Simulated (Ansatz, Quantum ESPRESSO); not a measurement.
# KF (Carobbiite): from the cell to the phonon bands, part 3 of 4

Wanted: phonon bands, density of states and zone-centre response of KF (Carobbiite).

Quantum ESPRESSO 7.5; DFT PBE, scalar-relativistic, plane waves, GBRV ultrasoft pseudopotentials.

So far, highest frequency (cm⁻¹): step 7 (dispersion) 305. The relaxed cell has a = 5.398 Å (conventional setting).

## 9. Zone-centre analysis

A rigid shift of the crystal must cost nothing, but grids and finite bases break this; the acoustic sum rule is imposed before the matrix is diagonalised again. With Born charges the intensities follow, and the static dielectric tensor.

The input, dynmat.in:

```
&input
   fildyn = 'x.dyn1'
   asr = 'simple'
   lperm = .true.
/
```

Run with:

```console
dynmat.x -in dynmat.in > dynmat.out
```

Numbers of over 12 decimals in the logs are rounded to 6 here.

The program printed:

```text
[banner, memory and clock lines left out]
Program DYNMAT v.7.5

     Reading Dynamical Matrix from file x.dyn1
     ...Force constants read
     ...epsilon and Z* read
     A direction for q was not specified:TO-LO splitting will be absent

     Polarizability (A^3 units)
     multiply by 0.757422 for Clausius-Mossotti correction
         3.006803    0.000000    0.000000
         0.000000    3.006803   -0.000000
         0.000000   -0.000000    3.006803

     IR activities are in (D/A)^2/amu units

# mode   [cm-1]    [THz]      IR
    1      0.00    0.0000    0.0000
    2      0.00    0.0000    0.0000
    3      0.00    0.0000    0.0000
    4    170.44    5.1095    2.3044
    5    170.44    5.1095    2.3044
    6    170.44    5.1095    2.3044

Electronic dielectric permittivity tensor (relative, adimensional)
         1.960803    0.000000    0.000000
         0.000000    1.960803   -0.000000
         0.000000   -0.000000    1.960803

 ... with zone-center polar mode contributions
         6.263241    0.000000    0.000000
         0.000000    6.263241    0.000000
         0.000000    0.000000    6.263241
```

Elapsed: 0.47 s, on 1 thread of Arm Neoverse V2, shared host.

Numbers from this step:

```
mean static dielectric constant : 6.263
```

Zone-centre frequencies as printed; negative means imaginary. Modes:

| mode | frequency (cm⁻¹) |
| --- | --- |
| 1 | 0 |
| 2 | 0 |
| 3 | 0 |
| 4 | 170.4 |
| 5 | 170.4 |
| 6 | 170.4 |

Degenerate modes summed, no LO-TO term. Lines of the infrared spectrum (strongest = 100):

```csv
position (cm⁻¹),lines merged,label,"IR intensity, relative"
170,3,T1u,100
```

Static dielectric tensor (ions relaxed, fixed cell):

```
6.26 0.00 0.00
0.00 6.26 0.00
0.00 0.00 6.26
```

The rule moves no optical mode by more than 0.1 cm⁻¹.

## 10. Sum rules set otherwise: a sum rule for molecules or wires on a crystal

This rule also removes rotations, which suits molecules and not a crystal; it is tried to see the harm.

The input, dynmat.in:

```
&input
   fildyn = 'x.dyn1'
   asr = 'zero-dim'
   lperm = .true.
/
```

Run with:

```console
dynmat.x -in dynmat.in > dynmat.out
```

The program printed:

```text
[banner, memory and clock lines left out]
Program DYNMAT v.7.5

     Reading Dynamical Matrix from file x.dyn1
     ...Force constants read
     ...epsilon and Z* read
     Acoustic Sum Rule: || Z*(ASR) - Z*(orig)|| =    2.260171E+00
     Acoustic Sum Rule: ||dyn(ASR) - dyn(orig)||=    7.948522E-02
     A direction for q was not specified:TO-LO splitting will be absent

     Polarizability (A^3 units)
     multiply by 0.757422 for Clausius-Mossotti correction
         3.006803    0.000000    0.000000
         0.000000    3.006803   -0.000000
         0.000000   -0.000000    3.006803

     IR activities are in (D/A)^2/amu units

# mode   [cm-1]    [THz]      IR
    1     -0.00   -0.0000    0.0000
    2     -0.00   -0.0000    0.0000
    3      0.00    0.0000    0.0000
    4      0.00    0.0000    0.0000
    5      0.00    0.0000    0.0000
    6    170.41    5.1088    2.3044

Electronic dielectric permittivity tensor (relative, adimensional)
         1.960803    0.000000    0.000000
         0.000000    1.960803   -0.000000
         0.000000   -0.000000    1.960803

 ... with zone-center polar mode contributions
         3.395365   -1.434562   -1.434562
        -1.434562    3.395365    1.434562
        -1.434562    1.434562    3.395365
```

It took 0.47 s on 1 thread.

The program raised no error, yet the settings are not those of a careful run.

The fault: a sum rule for molecules or wires on a crystal; 2 optical modes are projected out to zero frequency, as if they were rotations, and the static dielectric tensor is spoilt.

For a crystal the rule has to be 'simple' or 'crystal'.

Zone-centre frequencies as printed; negative means imaginary. Modes:

```
mode  frequency (cm⁻¹)
   1                 0
   2                 0
   3                 0
   4                 0
   5                 0
   6             170.4
```

## 11. Sum rules set otherwise (asr crystal)

The rule can be imposed in more than one way; the choices should agree where the raw error is small.

The input, dynmat.in:

```
&input
   fildyn = 'x.dyn1'
   asr = 'crystal'
   lperm = .true.
/
```

Run with:

```console
dynmat.x -in dynmat.in > dynmat.out
```

The program printed:

```text
[banner, memory and clock lines left out]
Program DYNMAT v.7.5

     Reading Dynamical Matrix from file x.dyn1
     ...Force constants read
     ...epsilon and Z* read
     Acoustic Sum Rule: || Z*(ASR) - Z*(orig)|| =    6.402022E-03
     Acoustic Sum Rule: ||dyn(ASR) - dyn(orig)||=    4.142075E-05
     A direction for q was not specified:TO-LO splitting will be absent

     Polarizability (A^3 units)
     multiply by 0.757422 for Clausius-Mossotti correction
         3.006803    0.000000    0.000000
         0.000000    3.006803   -0.000000
         0.000000   -0.000000    3.006803

     IR activities are in (D/A)^2/amu units

# mode   [cm-1]    [THz]      IR
    1      0.00    0.0000    0.0000
    2      0.00    0.0000    0.0000
    3      0.00    0.0000    0.0000
    4    170.41    5.1088    2.3044
    5    170.41    5.1088    2.3044
    6    170.41    5.1088    2.3044

Electronic dielectric permittivity tensor (relative, adimensional)
         1.960803    0.000000    0.000000
         0.000000    1.960803   -0.000000
         0.000000   -0.000000    1.960803

 ... with zone-center polar mode contributions
         6.264488    0.000000    0.000000
         0.000000    6.264488    0.000000
         0.000000    0.000000    6.264488
```

The job ended after 0.47 s (1 thread).

Numbers from this step:

```
mean static dielectric constant : 6.264
```

Zone-centre frequencies as printed; negative means imaginary. Modes:

| mode | frequency (cm⁻¹) |
| --- | --- |
| 1 | 0 |
| 2 | 0 |
| 3 | 0 |
| 4 | 170.4 |
| 5 | 170.4 |
| 6 | 170.4 |

Against the first rule no mode moves by more than 0.1 cm⁻¹.

## 12. The LO-TO splitting (1 0 0)

A longitudinal polar mode sets up a macroscopic field that stiffens it; the term hangs on the direction from which q goes to zero.

The input, dynmat.in:

```
&input
   fildyn = 'x.dyn1'
   asr = 'simple'
   q(1) = 1.0
   q(2) = 0.0
   q(3) = 0.0
/
```

Run with:

```console
dynmat.x -in dynmat.in > dynmat.out
```

The program printed:

```text
[banner, memory and clock lines left out]
Program DYNMAT v.7.5

     Reading Dynamical Matrix from file x.dyn1
     ...Force constants read
     ...epsilon and Z* read

     Polarizability (A^3 units)
     multiply by 0.757422 for Clausius-Mossotti correction
         3.006803    0.000000    0.000000
         0.000000    3.006803   -0.000000
         0.000000   -0.000000    3.006803

     IR activities are in (D/A)^2/amu units

# mode   [cm-1]    [THz]      IR
    1     -0.00   -0.0000    0.0000
    2      0.00    0.0000    0.0000
    3      0.00    0.0000    0.0000
    4    170.44    5.1095    2.3044
    5    170.44    5.1095    2.3044
    6    304.61    9.1320    2.3044
```

Elapsed: 0.47 s, on 1 thread.

Read from the output:

* highest mode moved by the LO-TO term: 304.6 cm⁻¹

Zone-centre frequencies as printed; negative means imaginary. Modes:

```
mode  frequency (cm⁻¹)
   1                 0
   2                 0
   3                 0
   4             170.4
   5             170.4
   6             304.6
```

The field moves one mode, from 170 to 305 cm⁻¹; the others stay.

## 13. The dispersion under another sum rule (asr all)

The sum rule corrects the force constants themselves, so it can shift branches at any wavevector, low ones most.

The input, matdyn.in:

```
&input
   asr = 'all'
   flfrc = 'x.fc'
   flfrq = 'x.freq'
   flvec = 'x.modes'
   q_in_band_form = .true.
   q_in_cryst_coord = .true.
/
8
  0.0000000   0.0000000   0.0000000   8  ! GAMMA
  0.0000000   0.5000000   0.5000000   8  ! X
  0.0000000   0.6250000   0.3750000   1  ! U
 -0.3750000   0.3750000  -0.0000000   8  ! K
  0.0000000   0.0000000   0.0000000   8  ! GAMMA
  0.0000000   0.5000000   0.0000000   8  ! L
 -0.2500000   0.5000000   0.2500000   8  ! W
  0.0000000   0.5000000   0.5000000   1  ! X
```

Run with:

```console
matdyn.x -in matdyn.in > matdyn.out
```

The program printed:

```text
[banner, memory and clock lines left out]
Program MATDYN v.7.5

 mass for atomic type   1 not given; uses mass from file x.fc
 mass for atomic type   2 not given; uses mass from file x.fc

     WARNING: To use asr = 'all' for infrared-active solids, i.e., solids with nonzero
     Born effective charge, one must set read_lr = .true. in the matdyn.x input. Also,
     the flfrc file must have been constructed with write_lr = .true. in the q2r.x input.
     If the system is infrared inactive and you have nonzero Born effective charge due to
     numerical noise, you can ignore this warning.

 Norm of the difference between old and new effective charges:    8.48e-18

 Huang before:    1   1   1   2,   residual stress:  -2e-16
 Huang before:    1   1   1   3,   residual stress:   5e-16
 Huang before:    1   1   2   2,   residual stress:   1.3e-15
 Huang before:    1   1   2   3,   residual stress:   2e-16
 Huang before:    1   1   3   3,   residual stress:   2e-16
 Huang before:    1   2   1   3,   residual stress:  -0.000000
 Huang before:    1   2   2   2,   residual stress:   2e-16
 Huang before:    1   2   2   3,   residual stress:  -0.000000
 Huang before:    1   2   3   3,   residual stress:   2e-16
 Huang before:    1   3   2   2,   residual stress:   3e-16
 Huang before:    1   3   2   3,   residual stress:  -0.000000
 Huang before:    1   3   3   3,   residual stress:  -3e-16
 Huang before:    2   2   2   3,   residual stress:   2e-16
 Huang before:    2   2   3   3,   residual stress:  -1.3e-15
 Huang before:    2   3   3   3,   residual stress:  -2e-16

 Norm of the difference between old and new force-constants:   5.17759e-06

   You are using asr="all", please consider citing C. Lin, S. Ponc\'e and N. Marzari, npj Comput Mater 8, 236 (2022).
```

Run time: 0.53 s. Hardware: 1 thread.

At the labelled points the branches move by no more than 0.1 cm⁻¹. The log warns that this rule wants the long-range part of the force constants stored apart (write_lr, read_lr) in a polar crystal, which was not done.

## 14. A changed mass

Force constants don't depend on the masses, so an isotope effect costs no new response.

The input, matdyn.in:

```
&input
   asr = 'crystal'
   flfrc = 'x.fc'
   flfrq = 'x.freq'
   flvec = 'x.modes'
   q_in_band_form = .true.
   q_in_cryst_coord = .true.
   amass(1) = 39.098
   amass(2) = 37.997
/
8
  0.0000000   0.0000000   0.0000000   8  ! GAMMA
  0.0000000   0.5000000   0.5000000   8  ! X
  0.0000000   0.6250000   0.3750000   1  ! U
 -0.3750000   0.3750000  -0.0000000   8  ! K
  0.0000000   0.0000000   0.0000000   8  ! GAMMA
  0.0000000   0.5000000   0.0000000   8  ! L
 -0.2500000   0.5000000   0.2500000   8  ! W
  0.0000000   0.5000000   0.5000000   1  ! X
```

Run with:

```console
matdyn.x -in matdyn.in > matdyn.out
```

The program printed:

```text
[banner, memory and clock lines left out]
Program MATDYN v.7.5

 Norm of the difference between old and new effective charges:    8.48e-18

 Norm of the difference between old and new force-constants:   5.17759e-06
```

Wall time 0.52 s (1 thread).

Matdyn.x, sum rule crystal. Phonon branches along the path, in cm⁻¹:

| point | branch 1 | branch 2 | branch 3 | branch 4 | branch 5 | branch 6 |
| --- | --- | --- | --- | --- | --- | --- |
| Γ | 0 | 0 | 0 | 139 | 139 | 248 |
| halfway | 56 | 56 | 117 | 143 | 143 | 206 |
| X | 78 | 78 | 138 | 147 | 147 | 166 |
| halfway | 81 | 93 | 136 | 144 | 150 | 164 |
| U | 90 | 126 | 128 | 136 | 155 | 158 |
| jump to K | 90 | 126 | 128 | 136 | 155 | 158 |
| halfway | 70 | 83 | 115 | 123 | 145 | 218 |
| Γ | 0 | 0 | 0 | 139 | 139 | 248 |
| halfway | 64 | 64 | 101 | 133 | 133 | 233 |
| L | 106 | 106 | 113 | 113 | 176 | 190 |
| halfway | 105 | 108 | 127 | 134 | 159 | 173 |
| W | 116 | 116 | 130 | 130 | 154 | 154 |
| halfway | 91 | 99 | 133 | 145 | 149 | 162 |
| X | 78 | 78 | 138 | 147 | 147 | 166 |

The phonon branches as a text plot (rows in cm⁻¹):

```
    243 |**                        *********
    233 |  **                    **         *
    222 |    *                  *            **
    212 |                                      *
    202 |     **              **                *
    191 |       **                               ***
    181 |                   **                   *  **
    171 |         *****                           ******        *
    160 |              *****                    *     * ** *****
    150 |         ***************                      **********
    140 |******************      ***********   *       **  ** ***
    129 |       **      ****  ** ****       ****     ****** **
    119 |     **         * ******            ** * ****   ****
    109 |                   **                   ********  **
     98 |    *         **  *****            *   *            *
     88 |               ***   *****            *             ***
     78 |          *****                   * **                **
     67 |  **   ***             *****       *
     57 |     **                 **      **
     47 |    *                     **      *
     36 | ***                      ***   **
     26 |                            *  *
     16 | *                          *  *
      5 |*                            **
         Γ           X  U|K            Γ         L        W     X
```

The top of the path falls from 305 to 248 cm⁻¹, a ratio of 0.81; a mode of that atom alone would give 0.71.

(Continued in part 4 of 4.)

[Host names and launcher messages were left out of these logs when they were recorded.]

[Logs are printed without paths, hosts, clocks, repeated set-up lines and the standing remarks that a program may print on its own settings, such as how far it seeks lower states.]

[Hosts, paths, dates, database ids (printed as entryN), source tags and the programs' standing remarks are cut or masked in the printed files.]
